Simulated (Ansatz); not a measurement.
# Liquid Be13.3F58.4La1.7Li26.6 (173 atoms) by DFT dynamics

What local order and mobility does Be13.3F58.4La1.7Li26.6 (173 atoms) show in DFT dynamics?

Program: Ansatz 0.2.0. Level of theory: Kohn-Sham DFT, PBE, PAW (set soft_2), plane waves. Results are calculated unless marked as measured.

## (1) The structure

The cell holds 173 atoms: 23 Be, 101 F, 3 La and 46 Li. Its edges and angles: a = 13.214 Å, b = 13.214 Å, c = 13.214 Å, α = 90.0°, β = 90.0°, γ = 90.0°. 173 atoms (23 Be, 101 F, 3 La, 46 Li) packed at random in a cube at 2.06 g/cm³ and pushed apart as soft spheres, cations and anions kept from their own kind; a start for melting by ab initio MD, not an equilibrated structure. The starting density is a measured one.

What the set-up can't give: Sampling is at Γ alone, for a cell whose shortest periodic width is 13 Å. No spin–orbit coupling is included, so levels derived from the heavy atoms are approximate.

## (2) Single point at the start

A single point comes first, to see the forces before anything moves.

The input, input.yaml:

```yaml
crystal:
  lattice:
    - [13.2136, 0.0, 0.0]
    - [0.0, 13.2136, 0.0]
    - [0.0, 0.0, 13.2136]
  atoms:
    - { symbol: Be, position: [0.3188, 0.41841, 0.22957] }
    - { symbol: Be, position: [0.56203, 0.10066, 0.28436] }
    - { symbol: Be, position: [0.04998, 0.80156, 0.98728] }
    - { symbol: Be, position: [0.82331, 0.97612, 0.49415] }
    [... 163 atom lines left out ...]
    - { symbol: Li, position: [0.20956, 0.38607, 0.40773] }
    - { symbol: Li, position: [0.32266, 0.99821, 0.1041] }
    - { symbol: Li, position: [0.84364, 0.57964, 0.05268] }
    - { symbol: Li, position: [0.29958, 0.9251, 0.73823] }
    - { symbol: Li, position: [0.73988, 0.46011, 0.60425] }
    - { symbol: Li, position: [0.78752, 0.07741, 0.887] }
kpoints:
  mp_grid: { grid: [1, 1, 1] }
hamiltonian:
  xc: pbe
scf:
  occupations: { method: fermi_dirac, width: 0.139 }
output:
  forces: true
```

Command:

```
ansatz run input.yaml --threads 32 --pin off --max-ram 143360MiB --backend cuda --events-out ev --progress --plain --runs-dir out
```

Run time: 2.4 s. Hardware: 1 × NVIDIA GB200 with 32 threads of Arm Neoverse V2, shared host; peak memory 1.5 GiB.

That memory is the host's; the program planned up to 5.9 GiB on the GPU. Forces of this run were stored rounded, and per-atom blocks of the log weren't kept.

The run gave:

- free energy: -112004.0497 eV
- free energy per atom: -647.4223 eV/atom
- SCF cycles: 16
- r.m.s. force component: 1.348 eV/Å
- longest force: 6.092 eV/Å
- Fermi energy: 1.285 eV

The r.m.s. force component of 1.3 eV/Å sets the starting point.

Length of the force by element:

```
element  coordination  atoms  mean length of the force (eV/Å)  spread  least  most
     Be           all     23                             2.60    1.13  0.666  5.06
      F           all    101                             2.12    1.04  0.350  6.04
     La           all      3                             4.52    1.26   3.00  6.09
     Li           all     46                             1.57   0.596  0.410  2.69
```

## (3) Melting at 1610 K

The random start is held at a high temperature, to make it forget its packing.

input.yaml: that of step 2 with these lines changed.

```diff
@@ -15 +15,8 @@
   forces: true
+md:
+  timestep: 2
+  n_steps: 300
+  ensemble: nvt_langevin
+  temperature: 1610
+  initial_velocities: maxwell_boltzmann
+  seed: 6299
```

Wall time 2.8 min (1 × NVIDIA GB200 with 32 threads); peak memory 1.6 GiB.

That memory is the host's.

The program notes that it switched symmetry off.

The trajectory, sampled:

```
time (fs)  T (K)  potential (meV/atom)
      0.0   1601                   0.0
     40.0   3752                -479.2
     80.0   3058                -593.1
    120.0   2807                -700.0
    160.0   2413                -740.9
    200.0   2227                -808.0
    240.0   2132                -820.3
    280.0   2060                -854.8
    320.0   1767                -845.1
    360.0   1782                -878.9
    400.0   1599                -857.3
    440.0   1728                -881.4
    480.0   1667                -885.0
    520.0   1752                -893.6
    560.0   1730                -879.6
    600.0   1499                -877.2
```

Mean square displacement from the first frame to the last: Be 3.9 Å², F 4.7 Å², La 0.93 Å², Li 9.5 Å².

Mean square displacement against time lag:

```
time lag (fs)  Be (Å²)   F (Å²)  La (Å²)  Li (Å²)
            2  0.00263  0.00110   1.7e-4  0.00308
           26    0.211    0.147   0.0256    0.382
           38    0.292    0.264   0.0504    0.644
           64    0.480    0.521    0.118     1.14
           88    0.664    0.747    0.184     1.55
          112    0.841    0.965    0.243     1.91
          126    0.930     1.09    0.273     2.11
          150     1.06     1.28    0.321     2.42
          174     1.17     1.46    0.365     2.73
          188     1.22     1.56    0.388     2.90
          212     1.29     1.71    0.421     3.15
          236     1.37     1.86    0.455     3.38
          262     1.46     2.02    0.504     3.65
          274     1.51     2.09    0.529     3.77
          300     1.60     2.25    0.582     4.03
```

Over the second half of 600 fs the temperature averages 1696 K with swings of 99 K r.m.s. From first frame to last Li has the largest mean square displacement, 9.5 Å² at the end; the farthest move is 5.25 Å. By the end of the lags followed (0.30 ps), the least mobile element has a mean square displacement of 0.58 Å², too little over such short lags to show that the memory of the start is lost. The run spans 0.60 ps, too short for its means to be equilibrium values.

## (4) Brought to 1073 K

A Langevin thermostat brings the cell to the temperature of interest.

The input, input.yaml:

```yaml
crystal:
  lattice:
    - [13.2136, 0.0, 0.0]
    - [0.0, 13.2136, 0.0]
    - [0.0, 0.0, 13.2136]
  atoms:
    - { symbol: Be, position: [0.30175, 0.50863, 0.35096] }
    - { symbol: Be, position: [0.47076, 0.13594, 0.33486] }
    - { symbol: Be, position: [0.95084, 0.68033, 0.11368] }
    - { symbol: Be, position: [0.85277, 0.00277, 0.3885] }
    [... 163 atom lines left out ...]
    - { symbol: Li, position: [0.95523, 0.40259, 0.32932] }
    - { symbol: Li, position: [0.41328, 0.99075, 0.12794] }
    - { symbol: Li, position: [0.97791, 0.28676, 0.05105] }
    - { symbol: Li, position: [0.07193, 0.02335, 0.89747] }
    - { symbol: Li, position: [0.87175, 0.4445, 0.86488] }
    - { symbol: Li, position: [0.82767, 0.24293, 0.76591] }
kpoints:
  mp_grid: { grid: [1, 1, 1] }
hamiltonian:
  xc: pbe
scf:
  occupations: { method: fermi_dirac, width: 0.092 }
output:
  forces: true
md:
  timestep: 2
  n_steps: 380
  ensemble: nvt_langevin
  temperature: 1073
  initial_velocities: maxwell_boltzmann
  seed: 1608
```

Wall time 2.9 min (1 × NVIDIA GB200 with 32 threads); peak memory 1.4 GiB.

That memory is the host's.

The trajectory, sampled:

| time (fs) | T (K) | potential (meV/atom) |
| --- | --- | --- |
| 0.0 | 1067 | 0.0 |
| 48.0 | 1373 | -66.4 |
| 104.0 | 1151 | -66.6 |
| 152.0 | 1112 | -79.2 |
| 208.0 | 1051 | -92.2 |
| 252.0 | 1175 | -101.1 |
| 304.0 | 1122 | -102.6 |
| 352.0 | 1139 | -100.7 |
| 408.0 | 1139 | -109.0 |
| 456.0 | 1047 | -109.5 |
| 506.0 | 1049 | -93.2 |
| 552.0 | 1081 | -92.1 |
| 608.0 | 1075 | -95.4 |
| 656.0 | 1015 | -109.6 |
| 712.0 | 978 | -95.2 |
| 760.0 | 1096 | -107.2 |

Mean square displacement from the first frame to the last: Be 0.99 Å², F 1.5 Å², La 0.35 Å², Li 4.0 Å².

Table of mean square displacement by time lag:

```csv
time lag (fs),Be (Å²),F (Å²),La (Å²),Li (Å²)
2,0.00114,5.7e-4,8.9e-5,0.00161
16,0.0489,0.0322,0.00529,0.0894
32,0.0841,0.103,0.0187,0.265
64,0.146,0.249,0.0567,0.559
80,0.175,0.313,0.0780,0.676
96,0.205,0.372,0.0998,0.786
112,0.236,0.427,0.122,0.897
128,0.262,0.480,0.145,1.01
158,0.313,0.567,0.191,1.23
174,0.343,0.610,0.216,1.34
190,0.369,0.651,0.241,1.44
206,0.395,0.690,0.266,1.53
222,0.420,0.726,0.291,1.63
254,0.460,0.796,0.341,1.82
268,0.482,0.826,0.363,1.92
284,0.502,0.857,0.387,2.03
300,0.523,0.887,0.408,2.14
316,0.546,0.917,0.429,2.25
348,0.576,0.981,0.462,2.48
364,0.591,1.01,0.472,2.60
380,0.607,1.05,0.479,2.72
```

Over the second half of 760 fs the temperature averages 1049 K with swings of 52 K r.m.s. From first frame to last Li has the largest mean square displacement, 4.0 Å² at the end; the farthest move is 4.43 Å. The run spans 0.76 ps, too short for its means to be equilibrium values.

## (5) Liquid at 1073 K

The hot cell is sampled with a Nosé–Hoover thermostat, which disturbs diffusion little, and with stress on.

The input, input.yaml:

```yaml
crystal:
  lattice:
    - [13.2136, 0.0, 0.0]
    - [0.0, 13.2136, 0.0]
    - [0.0, 0.0, 13.2136]
  atoms:
    - { symbol: Be, position: [0.31522, 0.39714, 0.43608] }
    - { symbol: Be, position: [0.51715, 0.07199, 0.3282] }
    - { symbol: Be, position: [0.94807, 0.63332, 0.07004] }
    - { symbol: Be, position: [0.86009, 0.05055, 0.36777] }
    [... 163 atom lines left out ...]
    - { symbol: Li, position: [0.07388, 0.3744, 0.4499] }
    - { symbol: Li, position: [0.42473, 0.97266, 0.18736] }
    - { symbol: Li, position: [0.96589, 0.25769, 0.25434] }
    - { symbol: Li, position: [0.20128, 0.97902, 0.7289] }
    - { symbol: Li, position: [0.81774, 0.5119, 0.85495] }
    - { symbol: Li, position: [0.9795, 0.29334, 0.79192] }
kpoints:
  mp_grid: { grid: [1, 1, 1] }
hamiltonian:
  xc: pbe
scf:
  occupations: { method: fermi_dirac, width: 0.092 }
output:
  forces: true
  stress: true
md:
  timestep: 2
  n_steps: 1900
  ensemble: nvt_nose_hoover
  temperature: 1073
  initial_velocities: maxwell_boltzmann
  seed: 4565
```

It took 15 min on 1 × NVIDIA GB200 with 32 threads; peak memory 1.5 GiB; 79 min of CPU time.

That memory is the host's.

The program notes that the SCF threshold is loose for the stress.

Rows from the run:

```
time (fs)  T (K)  potential (meV/atom)  conserved (meV/atom)
      0.0   1073                   0.0                  0.00
    280.0   1105                  -9.2                 -0.20
    520.0   1110                  14.5                  0.06
    760.0   1079                  -8.1                 -0.09
   1040.0   1037                  30.8                  0.09
   1280.0   1050                   3.2                 -0.11
   1520.0   1172                  12.1                  0.00
   1760.0    963                  13.9                 -0.09
   2040.0   1187                  16.7                  0.07
   2280.0    979                  14.9                 -0.10
   2520.0   1158                  16.4                 -0.05
   2760.0   1019                  11.6                 -0.12
   3040.0   1061                  19.8                  0.01
   3280.0   1052                  20.3                  0.11
   3520.0    975                   3.9                 -0.08
   3800.0   1108                  24.6                  0.10
```

Mean square displacement from the first frame to the last: Be 4.4 Å², F 7.2 Å², La 3.7 Å², Li 17 Å².

The mean square displacement by time lag:

| time lag (fs) | Be (Å²) | F (Å²) | La (Å²) | Li (Å²) |
| --- | --- | --- | --- | --- |
| 2 | 0.00122 | 5.6e-4 | 8.2e-5 | 0.00153 |
| 80 | 0.200 | 0.370 | 0.100 | 0.705 |
| 160 | 0.394 | 0.719 | 0.286 | 1.19 |
| 238 | 0.537 | 0.960 | 0.466 | 1.58 |
| 318 | 0.655 | 1.16 | 0.644 | 1.95 |
| 396 | 0.755 | 1.34 | 0.814 | 2.27 |
| 476 | 0.849 | 1.51 | 0.980 | 2.60 |
| 554 | 0.953 | 1.68 | 1.12 | 2.93 |
| 634 | 1.05 | 1.84 | 1.25 | 3.25 |
| 712 | 1.13 | 1.97 | 1.34 | 3.57 |
| 792 | 1.20 | 2.11 | 1.43 | 3.91 |
| 870 | 1.26 | 2.23 | 1.53 | 4.20 |
| 950 | 1.32 | 2.35 | 1.65 | 4.50 |
| 1030 | 1.39 | 2.48 | 1.76 | 4.82 |
| 1108 | 1.47 | 2.61 | 1.86 | 5.16 |
| 1188 | 1.56 | 2.73 | 1.95 | 5.51 |
| 1266 | 1.64 | 2.86 | 2.05 | 5.84 |
| 1346 | 1.71 | 2.95 | 2.13 | 6.17 |
| 1424 | 1.78 | 3.05 | 2.21 | 6.52 |
| 1504 | 1.87 | 3.18 | 2.30 | 6.89 |
| 1582 | 1.97 | 3.33 | 2.37 | 7.28 |
| 1662 | 2.07 | 3.47 | 2.43 | 7.65 |
| 1740 | 2.15 | 3.59 | 2.46 | 8.01 |
| 1820 | 2.24 | 3.70 | 2.51 | 8.33 |
| 1900 | 2.32 | 3.80 | 2.59 | 8.63 |

The vibrational density of states has structure finer than the step of the table below, so its rows give means over 50 cm⁻¹, whole bins alone (the curve runs from 0 to 1497 cm⁻¹). Peaks (cm⁻¹: height): Be 65.8: 0.0989, 652.4: 0.213, 767.6: 0.388, 811.4: 0.339; F 82.2: 1.61, 290.6: 1.19; La 76.8: 0.19, 115.1: 0.0981; Li 142.5: 0.59, 235.8: 0.575, 290.6: 0.59, 389.3: 0.483.

From 1521 steps of 2.0 fs, resolution about 11 cm-1. Table of vibrational density of states by wavenumber; means over each step; values in 1e-3 per cm⁻¹:

```
wavenumber (cm⁻¹)       Be        F       La       Li
               50   0.0757     1.26    0.109    0.338
              100   0.0738     1.53    0.113    0.416
              150   0.0585     1.36   0.0462    0.541
              200   0.0559     1.23   0.0165    0.517
              250   0.0499     1.05   0.0101    0.527
              300   0.0526     1.03  0.00937    0.545
              350   0.0763    0.927   0.0108    0.446
              400   0.0977    0.702  0.00811    0.446
              450   0.0889    0.395  0.00239    0.418
              500   0.0825    0.351  0.00134    0.337
              550    0.122    0.311  0.00116    0.249
              600    0.162    0.187   6.6e-4    0.187
              650    0.171    0.118   5.1e-4    0.122
              700    0.242   0.0960   4.5e-4   0.0880
              750    0.322   0.0987   3.2e-4   0.0657
              800    0.307   0.0876   2.1e-4   0.0423
              850    0.259   0.0727   1.4e-4   0.0331
              900    0.180   0.0535   8.6e-5   0.0256
              950   0.0935   0.0321   4.6e-5   0.0173
             1000   0.0661   0.0222   2.0e-5   0.0125
             1050   0.0485   0.0156   1.2e-5  0.00815
             1100   0.0341   0.0123   8.6e-6  0.00593
             1150   0.0163  0.00707   5.0e-6  0.00452
             1200   0.0114  0.00521   2.3e-6  0.00363
             1250  0.00808  0.00389   1.6e-6  0.00243
             1300  0.00762  0.00327   1.2e-6  0.00213
             1350  0.00699  0.00297   9.5e-7  0.00155
             1400  0.00632  0.00237   5.9e-7  0.00117
             1450  0.00531  0.00204   3.7e-7   8.4e-4
```

Over the second half of 3800 fs the temperature averages 1073 K with swings of 72 K r.m.s. The conserved energy stays within 0.20 meV/atom. From first frame to last Li has the largest mean square displacement, 17 Å² at the end; the farthest move is 8.10 Å. By the end of the lags followed (1.90 ps), the least mobile element has a mean square displacement of 2.3 Å². The slope of the later half of the mean square displacement gives diffusion coefficients of about 2.6e-5 cm²/s (F), 1.6e-5 cm²/s (La) and 7.4e-5 cm²/s (Li); over so short a run these are rough. The most distinct maxima of the vibrational density of states (Be) lie at 66, 652, 768 and 811 cm⁻¹, the highest at 768 cm⁻¹. The run spans 3.80 ps, short against slow rearrangements.

## (6) Structure statistics late in the run

The g(r) is a mean over the second half; what follows it is taken at the last frame.

Density 2.06 g/cm³, 13.34 Å³ an atom.

Mean of 14 frames. g(r), total and by pair (bins of 0.2 Å):

| r (Å) | total | F-F | F-Li | F-Be | F-La | Li-Li | Li-Be |
| --- | --- | --- | --- | --- | --- | --- | --- |
| 1.30 | 0.07 | 0.00 | 0.00 | 0.48 | 0.00 | 0.00 | 0.00 |
| 1.50 | 1.35 | 0.00 | 0.17 | 8.35 | 0.00 | 0.00 | 0.00 |
| 1.70 | 1.32 | 0.00 | 2.08 | 4.40 | 0.00 | 0.00 | 0.00 |
| 1.90 | 1.14 | 0.00 | 3.28 | 0.78 | 0.00 | 0.00 | 0.00 |
| 2.10 | 0.61 | 0.03 | 1.78 | 0.12 | 1.31 | 0.01 | 0.01 |
| 2.30 | 0.60 | 0.51 | 1.01 | 0.04 | 3.46 | 0.24 | 0.23 |
| 2.50 | 1.01 | 1.84 | 0.62 | 0.08 | 3.29 | 0.70 | 0.72 |
| 2.70 | 1.12 | 2.11 | 0.53 | 0.11 | 1.35 | 1.29 | 1.26 |
| 2.90 | 0.98 | 1.44 | 0.54 | 0.27 | 0.73 | 1.64 | 1.75 |
| 3.10 | 1.01 | 1.21 | 0.65 | 0.49 | 0.63 | 1.71 | 2.27 |
| 3.30 | 0.99 | 1.09 | 0.71 | 0.83 | 0.38 | 1.47 | 1.92 |
| 3.50 | 0.96 | 0.95 | 0.87 | 1.04 | 0.53 | 1.27 | 1.18 |
| 3.70 | 0.97 | 0.82 | 1.08 | 1.12 | 0.50 | 1.09 | 0.74 |
| 3.90 | 1.04 | 0.76 | 1.21 | 1.39 | 0.85 | 1.00 | 0.78 |
| 4.10 | 1.02 | 0.73 | 1.25 | 1.36 | 0.72 | 0.80 | 0.84 |
| 4.30 | 1.02 | 0.79 | 1.27 | 1.25 | 1.08 | 0.75 | 0.78 |
| 4.50 | 1.00 | 0.83 | 1.19 | 1.18 | 1.22 | 0.75 | 0.84 |
| 4.70 | 1.00 | 1.03 | 1.05 | 1.02 | 1.27 | 0.79 | 0.88 |
| 4.90 | 1.02 | 1.13 | 0.96 | 0.88 | 1.39 | 0.94 | 1.14 |
| 5.10 | 1.00 | 1.12 | 0.89 | 0.84 | 1.35 | 1.02 | 1.10 |
| 5.30 | 1.00 | 1.17 | 0.86 | 0.84 | 1.08 | 1.05 | 1.05 |
| 5.50 | 0.98 | 1.11 | 0.88 | 0.82 | 0.89 | 1.06 | 1.11 |
| 5.70 | 1.00 | 1.06 | 0.92 | 0.94 | 0.81 | 1.12 | 1.08 |
| 5.90 | 0.99 | 1.02 | 0.95 | 1.00 | 0.89 | 1.06 | 1.04 |
| 6.10 | 0.99 | 0.94 | 0.99 | 1.06 | 0.93 | 1.10 | 0.98 |
| 6.30 | 0.99 | 0.92 | 1.05 | 1.06 | 0.96 | 1.00 | 0.84 |
| 6.50 | 0.99 | 0.93 | 1.02 | 1.10 | 1.17 | 1.02 | 0.84 |

Bonds by pair of elements; cutoffs follow the first minimum of g(r), held within bounds set by covalent radii, and pairs that aren't listed don't count as bonded:

```
pair A-B  cutoff (Å)  bonds  mean length (Å)  spread (Å)  shortest (Å)  B about A  A about B
    F-Li        2.46    171             2.01        0.22          1.52       1.69       3.72
    F-Be        2.03     89             1.60       0.118          1.32      0.881       3.87
    F-La        3.27     23             2.52       0.293          2.14      0.228       7.67
```

How many atoms have how many bonded neighbours:

```
element  mean   2   3   4  5  7  8
     Be  3.87   0   3  20  0  0  0
      F  2.80  34  54  12  1  0  0
     La  7.67   0   0   0  0  1  2
     Li  3.72   2  14  25  5  0  0
```

Bond angles (no mean is given where the spread exceeds 20°):

```
  angle  count  mean (°)  spread (°)
 F-Li-F    244         -           -
 F-Be-F    129       110        10.8
Li-F-Li    112         -           -
Be-F-Li    110         -           -
 F-La-F     77         -           -
```

Bond length by coordination (bonds to H left out):

```
element  coordination  atoms  mean bond length (Å)
     Be             3      3                  1.50
     Be             4     20                  1.61
      F             2     34                  1.76
      F             3     54                  1.95
      F             4     12                  2.01
      F             5      1                  2.40
     La             7      1                  2.53
     La             8      2                  2.51
     Li             2      2                  1.71
     Li             3     14                  1.95
     Li             4     25                  2.03
     Li             5      5                  2.06
```

For some of the pairs, g(r) has its first main peak near 2.6 Å (F-F), 1.9 Å (F-Li), 1.6 Å (F-Be), 2.4 Å (F-La), 3.0 Å (Li-Li) and 3.1 Å (Li-Be). Counting bonds as in the table, 87 % of Be atoms have 4, 53 % of F atoms have 3, 67 % of La atoms have 8 and 54 % of Li atoms have 4 bonded neighbours.

[end of part 1 of 2]

[Logs are printed without paths, hosts, clocks, repeated set-up lines and the standing remarks that a program may print on its own settings, such as how far it seeks lower states.]

[Hosts, paths, dates, database ids (printed as entryN), source tags and the programs' standing remarks are cut or masked in the printed files.]
